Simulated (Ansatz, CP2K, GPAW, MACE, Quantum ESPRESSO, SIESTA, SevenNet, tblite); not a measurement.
# Running random rock-salt alloy of NbC and TiC (64 atoms) with SIESTA, part 2 of 2

Aim: run random rock-salt alloy of NbC and TiC (64 atoms) in SIESTA and see how near its forces come to a plane-wave reference, and at what cost.

Program: SIESTA 5.4.2; the method stands at each step. Banners, paths, timers and routine set-up lines are dropped from the logs unmarked, and long logs keep their key lines alone; longer cuts are marked. The potentials were converted by us to PSML.

So far. Step 2 (PBE, DZP, shift 0.01 Ry, mesh 500 Ry): Forces lie 20 % from the reference's, at 1.7 times its CPU time. Step 3 (PBE, SZP, shift 0.01 Ry, mesh 500 Ry): Against the first run (20 %), the force difference from the reference is 27 %, at 0.72 times the CPU time, with 704 basis functions against 1024: the smaller basis costs accuracy.

**4. PBE, SZ, shift 0.01 Ry, mesh 500 Ry**

Method: Kohn-Sham DFT, PBE, PseudoDojo 0.4.1 norm-conserving pseudopotentials (converted to PSML), numerical atomic orbitals (SZ), diagonalisation.

Contents of input.fdf:

```
SystemLabel cell
NumberOfAtoms 64
NumberOfSpecies 3
%block ChemicalSpeciesLabel
  1 22 Ti
  2 6 C
  3 41 Nb
%endblock ChemicalSpeciesLabel
LatticeConstant 1.0 Ang
%block LatticeVectors
  8.76240 0.00000 0.00000
  0.00000 8.76240 0.00000
  0.00000 0.00000 8.76240
%endblock LatticeVectors
PAO.BasisSize SZ
PAO.EnergyShift 0.01 Ry
XC.Functional GGA
XC.Authors PBE
MeshCutoff 500 Ry
%block kgrid_Monkhorst_Pack
  1 0 0 0.0
  0 1 0 0.0
  0 0 1 0.0
%endblock kgrid_Monkhorst_Pack
SolutionMethod diagon
OccupationFunction FD
ElectronicTemperature 580 K
SCF.Mixer.Method Pulay
SCF.Mixer.Weight 0.05
SCF.Mixer.History 8
SCF.Mix Hamiltonian
MaxSCFIterations 300
SCF.DM.Tolerance 1e-04
SCF.H.Tolerance 1.0e-3 eV
WriteForces T
Write.HirshfeldPop T
Write.VoronoiPop T
Write.DM F
Write.H F
XML.Write F
AtomicCoordinatesFormat Fractional
%block AtomicCoordinatesAndAtomicSpecies
[... 64 atom lines left out: the same atoms as in the first run ...]
%endblock AtomicCoordinatesAndAtomicSpecies
```

On the command line:

```
OMP_NUM_THREADS=1 siesta < input.fdf > output.txt
```

The program printed:

```text
Version         : 5.4.2
reinit: System Name:
reinit: System Label: cell
initatom: Reading input for the pseudopotentials and atomic orbitals ----------
Species number:   1 Atomic number:   22 Label: Ti
Species number:   2 Atomic number:    6 Label: C
Species number:   3 Atomic number:   41 Label: Nb
Ground state valence configuration (from tables):   4s02  4p00  3d02  4f00
Ground state valence configuration (from tables):   2s02  2p02  3d00  4f00
Ground state valence configuration (from tables):   5s01  5p00  4d04  4f00
---- Processing specs for species: Ti
[... lines left out ...]
        iscf     Eharris(eV)        E_KS(eV)     FreeEng(eV)     dDmax    Ef(eV) dHmax(eV)
[... lines left out ...]
SCF Convergence by DM+H criterion
[... lines left out ...]
SCF cycle converged after 23 iterations
[... lines left out ...]
   Max    1.791887
[... lines left out ...]
   Max    1.791887    constrained
Stress tensor Voigt[x,y,z,yz,xz,xy] (kbar):       77.61       78.32       89.86        2.00       -8.79        3.39
[... lines left out ...]
siesta: FreeEng =    -57861.142949
[... lines left out ...]
siesta:         Fermi =      -5.134025
[... lines left out ...]
siesta:     0.002114    0.048886    0.001247
siesta:    -0.005485    0.001247    0.056088
siesta: Cell volume =        672.774038 Ang**3
siesta: Pressure (static):
siesta:                Solid            Molecule  Units
siesta:          -0.00055696         -0.00086986  Ry/Bohr**3
siesta:          -0.05113788         -0.07986688  eV/Ang**3
siesta:         -81.93190985       -127.96084440  kBar
    Orbital volume contribution        =          23.645578 eV
    (Free)E + p_basis*V_orbitals       =      -57837.497372 eV
    (Free)Eharris+ p_basis*V_orbitals  =      -57837.497411 eV
Hirshfeld Atomic Populations:
Atom #   charge [q] valence [e]  Species
     1     0.216133   11.783867  Ti
     2    -0.319198    4.319198  C
     3     0.512456   12.487544  Nb
     4    -0.333056    4.333056  C
     5     0.226565   11.773435  Ti
     6    -0.352143    4.352143  C
     7     0.255079   11.744921  Ti
[...]
15     0.523947   12.476053  Nb
[...]
17     0.519332   12.480668  Nb
[...]
--------------------
 Total    -0.000055
Voronoi Atomic Populations:
Atom #   charge [q] valence [e]  Species
[...]
45     0.702835   12.297165  Nb
[...]
57     0.699218   12.300782  Nb
[...]
61     0.339597   11.660403  Ti
    62    -0.446199    4.446199  C
    63     0.334671   11.665329  Ti
    64    -0.450636    4.450636  C
--------------------
 Total    -0.000055
```

It took 3.3 min on 1 thread of Arm Neoverse V1, shared host; peak memory 0.9 GiB.

Numbers from this run, and their distance from the reference:

- r.m.s. force component: 0.68 eV/Å
- r.m.s. difference of force components: 312.9 meV/Å
- longest difference of force vectors: 1164 meV/Å
- force difference over r.m.s. force: 60.22 %
- slope of forces against the reference's: 1.175
- correlation of force components: 0.8978
- pressure: -8.193 GPa
- pressure difference: -11.14 GPa

This is a coarse setting, run to see what it loses.

Against the first run (20 %), the force difference from the reference is 60 %, at 0.25 times the CPU time (on 1 against 2 cores), with 448 basis functions against 1024: the smaller basis costs accuracy.

**5. All runs compared**

Differences are against the plane-wave reference, forces as r.m.s. over components; share is that over the reference's r.m.s. force, slope the least-squares factor from reference forces to these. Total energies of different programs have different zeros and aren't compared.

```
                                                 run  Δ force, r.m.s. (meV/Å)  share (%)  slope  Δ pressure (GPa)  cores  CPU time  memory (GiB)
                                           reference                        -          -      -                 -      2   7.6 min           1.4
         SIESTA PBE, DZP, shift 0.01 Ry, mesh 500 Ry                      102       19.7  1.035             0.751      2    13 min           2.0
SIESTA PBE, SZP, shift 0.01 Ry, mesh 500 Ry (coarse)                      141       27.1  1.071             0.486      2   9.3 min           1.8
 SIESTA PBE, SZ, shift 0.01 Ry, mesh 500 Ry (coarse)                      313       60.2  1.175             -11.1      1   3.3 min           0.9
```

Rows marked coarse were listed beforehand as settings not expected to be converged; some can still land near the reference.

CPU time is summed over cores on a shared host, where runs went side by side, so it is rough. Symmetry, cutoffs, thresholds, outputs and thread counts weren't matched or tuned between programs; memory under MPI is the largest rank's times the ranks.

A second geometry, displaced anew (every atom was moved at random, 0.04 Å r.m.s. a Cartesian component), gives an energy difference that all programs can be tested on. The reference puts it at 33.10 meV/atom.

```
                                        run  energy less the first geometry's (meV/atom)  error (meV/atom)  force share at the second geometry (%)
SIESTA PBE, DZP, shift 0.01 Ry, mesh 500 Ry                                        31.60             -1.50                                    12.7
SIESTA PBE, SZP, shift 0.01 Ry, mesh 500 Ry                                        33.32             0.218                                    17.4
 SIESTA PBE, SZ, shift 0.01 Ry, mesh 500 Ry                                        34.95              1.85                                    37.7
```

**6. What came out**

| Property | Result |
| --- | --- |
| nearest in forces | SIESTA PBE, DZP, shift 0.01 Ry, mesh 500 Ry, 20 % |
| its CPU time | 13 min |

**Reading.** The PBE run in local orbitals, coarse settings apart, differs by 20 % (SIESTA PBE, DZP, shift 0.01 Ry, mesh 500 Ry); basis, grid and potentials can all enter. Runs with settings chosen to be coarse differ by 27 % (SIESTA PBE, SZP, shift 0.01 Ry, mesh 500 Ry) to 60 % (SIESTA PBE, SZ, shift 0.01 Ry, mesh 500 Ry), their programs' other errors included. One electronic-structure run takes under half the reference's CPU time: SIESTA PBE, SZ, shift 0.01 Ry, mesh 500 Ry, at 60 % in 3.3 min against 7.6 min, too far off to be of use; its pressure misses by -11.1 GPa. In pressure, SIESTA PBE, SZ, shift 0.01 Ry, mesh 500 Ry misses by -11.1 GPa, at the same functional. The energy difference between the two geometries, 33.1 meV/atom in the reference, is met best by SIESTA PBE, SZP, shift 0.01 Ry, mesh 500 Ry (coarse) (+0.218) and worst by SIESTA PBE, SZ, shift 0.01 Ry, mesh 500 Ry (coarse) (+1.85). The reference's pressure holds the uncorrected Pulay stress of its 45 Ry basis, so small pressure differences, and their order, may be the reference's own error. The host structure and its lattice constant were typed by rule, without a check against the phase diagram. The reference's pressure of 2.9 GPa belongs to a cell and atoms that aren't relaxed at this level. The electronic-structure runs sample only Γ, in a cell whose shortest periodic width is 9 Å.

[Also dropped from logs without a mark: logging warnings of Python, and SIESTA's first energy breakdown and zero terms.]

[Logs are printed without paths, hosts, clocks, repeated set-up lines and the standing remarks that a program may print on its own settings, such as how far it seeks lower states.]

[Hosts, paths, dates, database ids (printed as entryN), source tags and the programs' standing remarks are cut or masked in the printed files.]
